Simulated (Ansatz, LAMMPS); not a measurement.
# Relaxing Al77Cu23 (at. %) with crystalline order left by the classical run (87 atoms)

Wanted: the relaxed structure of Al77Cu23 (at. %) with crystalline order left by the classical run (87 atoms) and its electronic structure.

Calculated with Ansatz 0.2.0; Kohn-Sham DFT, RPBE, PAW (set soft_2), plane waves.

### Step 1. The structure

The cell holds 87 atoms: 67 Al and 20 Cu. Its edges and angles: a = 11.156 Å, b = 11.156 Å, c = 11.156 Å, α = 90.0°, β = 90.0°, γ = 90.0°. 87 atoms (67 Al, 20 Cu) placed at random at 3.36 g/cm³, melted at 1800 K for 10 ps at fixed volume with the EAM Al-Cu potential (Cai and Ye, Phys. Rev. B 54, 8398 (1996)). Quenched from 1800 K to 300 K at 30 K/ps and zero pressure, held 5 ps.

Before any run, some limits are plain. The quench rate of 30 K/ps far exceeds what a furnace or splat quench reaches, so expect more defects and frozen-in strain than in a real sample. The starting topology of bonds comes from the classical model. The electron count is odd and the run has no spin polarisation.

### Step 2. Relaxation

The atoms are relaxed in the fixed cell, aiming at the force tolerance of the input.

input.yaml

```yaml
crystal:
  lattice:
    - [11.15635, 0.0, 0.0]
    - [0.0, 11.15635, 0.0]
    - [0.0, 0.0, 11.15635]
  atoms:
    - { symbol: Al, position: [0.9346, 0.28336, 0.43122] }
    - { symbol: Al, position: [0.36603, 0.37501, 0.3261] }
    - { symbol: Al, position: [0.66495, 0.58592, 0.42133] }
    - { symbol: Al, position: [0.2941, 0.5392, 0.95577] }
    [... 77 atom lines left out ...]
    - { symbol: Cu, position: [0.74056, 0.39864, 0.53804] }
    - { symbol: Cu, position: [0.11278, 0.40517, 0.0529] }
    - { symbol: Cu, position: [0.58107, 0.90102, 0.92072] }
    - { symbol: Cu, position: [0.25203, 0.70886, 0.56584] }
    - { symbol: Cu, position: [0.25716, 0.53664, 0.18319] }
    - { symbol: Cu, position: [0.23793, 0.71976, 0.82429] }
kpoints:
  mp_grid: { grid: [2, 2, 2] }
hamiltonian:
  xc: rpbe
scf:
  occupations: { method: fermi_dirac, width: 0.1 }
output:
  forces: true
relax:
  f_tol: 0.05
  max_steps: 42
```

Command:

```console
ansatz run input.yaml --threads 8 --pin off --max-ram 15872MiB --backend cpu --events-out ev --progress --plain --runs-dir out
```

Run time: 10 min. Hardware: 8 threads of Arm Neoverse V2, shared host; peak memory 12 GiB; 77 min of CPU time.

The program notes that it cut back its work space to fit the memory limit.

Step by step:

```csv
step,energy less that of the first step (eV),largest force component (eV/Å)
1,0.0000,1.1919
2,-2.9821,0.5509
3,-4.1183,0.2283
4,-4.5714,0.1433
5,-4.7854,0.0983
6,-4.8803,0.0868
7,-4.9694,0.0934
8,-5.0583,0.0886
9,-5.1149,0.0703
10,-5.1921,0.0515
11,-5.1848,0.1488
12,-5.2244,0.0192
13,-5.2348,0.0408
```

Relaxation step 11 was tried and not accepted.

The atoms that moved most (Å):

```csv
atom,dx,dy,dz,length
Al48,-0.323,0.767,-0.448,0.945
Al31,0.379,0.611,0.493,0.871
Al12,-0.254,0.446,0.543,0.747
Al23,-0.300,0.605,-0.302,0.740
Cu87,0.685,-0.264,-0.006,0.734
Al5,0.445,-0.376,0.382,0.696
Al4,-0.444,-0.431,-0.309,0.692
Al63,-0.499,0.405,-0.215,0.678
```

The relaxation changed the energy by -60.2 meV/atom, and atoms moved by 0.44 Å r.m.s., 0.94 Å at most.

### Step 3. Structure statistics after relaxation

Density 3.68 g/cm³, 15.96 Å³ an atom.

g(r), total and by pair (bins of 0.2 Å):

```csv
r (Å),total,Al-Al,Al-Cu,Cu-Cu
2.50,0.84,0.00,2.19,1.28
2.70,4.34,3.29,6.40,2.29
2.90,3.10,4.30,1.26,1.95
3.10,0.74,0.96,0.49,0.00
3.30,0.33,0.36,0.34,0.00
3.50,0.26,0.28,0.27,0.00
3.70,0.41,0.46,0.32,0.40
3.90,0.77,0.63,0.91,1.47
4.10,0.55,0.60,0.47,0.50
4.30,0.63,0.63,0.56,1.18
4.50,1.06,0.86,1.29,1.79
4.70,1.62,1.60,1.58,2.24
4.90,1.50,1.58,1.41,1.15
5.10,1.16,1.24,1.05,1.05
5.30,1.20,1.17,1.23,1.19
5.50,1.18,1.24,1.11,0.93
```

Neighbours by pair of elements; one cutoff, the widest of the pairs' first minima of g(r), serves all pairs of this metal:

```csv
pair A-B,cutoff (Å),bonds,mean length (Å),spread (Å),shortest (Å),B about A,A about B
Al-Al,3.52,305,2.89,0.177,2.61,9.10,9.10
Al-Cu,3.52,196,2.75,0.2,2.51,2.92,9.8
Cu-Cu,3.52,15,2.75,0.151,2.51,1.5,1.5
```

How many atoms have how many bonded neighbours:

```csv
element,mean,10,11,12,13
Al,12.0,1,14,34,18
Cu,11.3,1,12,7,0
```

Bond length by coordination (bonds to H left out):

```csv
element,coordination,atoms,mean bond length (Å)
Al,10,1,2.78
Al,11,14,2.8
Al,12,34,2.85
Al,13,18,2.92
Cu,10,1,2.66
Cu,11,12,2.74
Cu,12,7,2.78
```

First main peaks of g(r), for some of the pairs, lie near 2.8 Å (Al-Al), 2.7 Å (Al-Cu) and 2.6 Å (Cu-Cu). By these cutoffs 51 % of Al atoms have 12 and 60 % of Cu atoms have 11 bonded neighbours.

### Step 4. Single point at the relaxed geometry

The electronic structure is read at the final geometry, in a run of its own.

input.yaml

```yaml
crystal:
  lattice:
    - [11.15635, 0.0, 0.0]
    - [0.0, 11.15635, 0.0]
    - [0.0, 0.0, 11.15635]
  atoms:
    - { symbol: Al, position: [0.91474, 0.27347, 0.40844] }
    - { symbol: Al, position: [0.38312, 0.37737, 0.32507] }
    - { symbol: Al, position: [0.64527, 0.59759, 0.40941] }
    - { symbol: Al, position: [0.25426, 0.50056, 0.92806] }
    [... 77 atom lines left out ...]
    - { symbol: Cu, position: [0.75989, 0.42871, 0.52558] }
    - { symbol: Cu, position: [0.11264, 0.38819, 0.07202] }
    - { symbol: Cu, position: [0.55305, 0.91663, 0.90317] }
    - { symbol: Cu, position: [0.2858, 0.6987, 0.58003] }
    - { symbol: Cu, position: [0.25717, 0.53838, 0.18809] }
    - { symbol: Cu, position: [0.29929, 0.6961, 0.82373] }
kpoints:
  mp_grid: { grid: [2, 2, 2] }
hamiltonian:
  xc: rpbe
scf:
  occupations: { method: fermi_dirac, width: 0.1 }
output:
  forces: true
  stress: true
  populations: intrinsic
  dos:
    method: { smearing: { sigma: 0.1 } }
    de: 0.1
    projected: { site_lists: { Al: [Al], Cu: [Cu] } }
  eigenvalues: true
  write_density: true
  write_potential: true
  volumetric_format: npy
  elf: true
```

It took 1.9 min on 8 threads; peak memory 12 GiB; 15 min of CPU time.

Read from the output:

```
free energy                             : -168817.0380 eV
free energy per atom                    : -1940.4257 eV/atom
SCF cycles                              : 10
pressure                                : 0.8022 GPa
r.m.s. force component                  : 0.0125 eV/Å
longest force                           : 0.05677 eV/Å
Fermi energy                            : 9.27 eV
levels partly filled by over 2 per cent : 107
```

States in the cell by windows of 0.5 eV, zero at the Fermi level; the larger projections on atomic orbitals stand beside the total:

```csv
from (eV),to (eV),total,Al p,Cu d,Al s
-10,-9.5,3.2,1.3,0.0,1.5
-9.5,-9,9.0,4.4,0.0,3.7
-9,-8.5,3.9,2.0,0.0,1.5
-8.5,-8,9.2,5.2,0.1,3.3
-8,-7.5,10.1,5.7,0.2,3.5
-7.5,-7,8.7,5.0,0.3,2.8
-7,-6.5,12.0,6.9,0.6,3.7
-6.5,-6,8.5,4.7,0.9,2.5
-6,-5.5,17.5,9.2,2.5,4.8
-5.5,-5,15.9,7.4,3.8,3.8
-5,-4.5,20.3,7.6,8.6,3.3
-4.5,-4,46.1,9.5,32.8,2.8
-4,-3.5,81.7,10.0,68.8,1.9
-3.5,-3,60.3,8.4,49.3,1.8
-3,-2.5,25.4,10.1,12.3,2.3
-2.5,-2,19.5,10.1,5.6,2.8
-2,-1.5,16.6,9.0,3.2,3.3
-1.5,-1,14.3,7.1,2.1,3.8
-1,-0.5,15.9,9.3,1.4,3.8
-0.5,0,18.5,10.2,1.4,4.9
0,0.5,16.6,9.6,0.9,4.0
0.5,1,16.2,9.1,0.8,4.0
1,1.5,18.2,10.7,0.7,4.2
1.5,2,21.1,11.7,0.6,5.0
2,2.5,17.5,9.6,0.4,4.3
2.5,3,19.5,10.6,0.4,4.5
```

Between -26 and -10 eV lie 5 more states.

The stored curve holds about 422 of the 581 electrons; the rest, give or take the few that broadening carries across the Fermi level, lie in deeper levels below its range.

The levels nearest the highest filled one (over half full), pooled over k-points and spins:

```csv
level less the highest filled one (eV),occupation
-0.0246,1.13
-0.0229,1.12
-0.0196,1.10
-0.0183,1.09
-0.0023,1.02
0,1.00
0.01,0.954
0.0291,0.86
0.0401,0.806
0.0449,0.783
0.0469,0.774
0.0585,0.72
```

Within 0.4 eV of the Fermi level the largest share is Al p (60 % of the projected weight).

### Step 5. Outcome

```yaml
energy_change_in_the_relaxation: -60.17 meV/atom
r_m_s_displacement: 0.442 Å
largest_displacement: 0.945 Å
free_energy_per_atom: -1940.4257 eV/atom
pressure: 0.8022 GPa
r_m_s_force_component: 0.0125 eV/Å
wall_time_of_the_2_dft_runs: 12 min
```

What this shows: Relaxation lowers the energy by 60.2 meV/atom and moves atoms by 0.44 Å r.m.s. By the final cutoffs 48 of 543 bonded pairs parted and 21 joined. From the first step to the last the energy fell by 5.235 eV, and the largest move was 0.94 Å (Al48). Counting bonds as in the table, 51 % of Al atoms have 12 and 60 % of Cu atoms have 11 bonded neighbours. 107 levels are partly filled, by over 2 % (on the run's k-points), as in a metal.

What to keep in mind: The starting topology of bonds comes from the classical model; in DFT 48 of its 543 bonded pairs passed out of the cutoffs and 21 came within them.

[Logs are printed without paths, hosts, clocks, repeated set-up lines and the standing remarks that a program may print on its own settings, such as how far it seeks lower states.]

[Hosts, paths, dates, database ids (printed as entryN), source tags and the programs' standing remarks are cut or masked in the printed files.]
